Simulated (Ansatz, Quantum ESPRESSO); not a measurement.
# Si(111), Cl on both faces, 5 bilayers against a metal electrode: the electrode's level over the Fermi level at a withheld member of a series

**Set-up.** Quantum ESPRESSO 7.5, PBE, GBRV ultrasoft. The slab is relaxed neutral, then held. ESM with bc3: vacuum below and a metal electrode about 6 Å above the top atoms. Fermi-Dirac smearing of 0.004 Ry and a dense mesh. Charges are set per cell from the starting area. The slabs take the lattice constants of the bulk relaxed by the same program. The series steps the charge of the slab (positive: electrons removed).

| charge of the slab | electrode's level over the Fermi level (eV) |
| --- | --- |
| 1 ×10¹³ e/cm² | 6.766 |
| 2 ×10¹³ e/cm² | 7.861 |
| 3 ×10¹³ e/cm² | 8.935 |
| 4.5 ×10¹³ e/cm² | 10.527 |
| 6 ×10¹³ e/cm² | 12.109 |
| 7 ×10¹³ e/cm² | 13.159 |

**Question.** What is the electrode's level over the Fermi level at 8 ×10¹³ e/cm²?

By hand: The rows at 6 ×10¹³ e/cm² and 7 ×10¹³ e/cm² give a slope of (13.159 − (12.109))/(7 − (6)) = 1.05, so a straight line gives 14.209 eV. A parabola through these and the row at 4.5 ×10¹³ e/cm² gives 14.205 eV.

What the calculation gave: 14.208 eV. The line misses by +0.001 and the parabola by −0.003 eV. Both misses are under 5 % of the step from the nearer row.

Caveats: Vacuum fills the gap; ions don't answer the charge; added electrons can spill towards the electrode at the most negative charges. Members without a usable value, or on the other side of zero field or charge, are not listed.
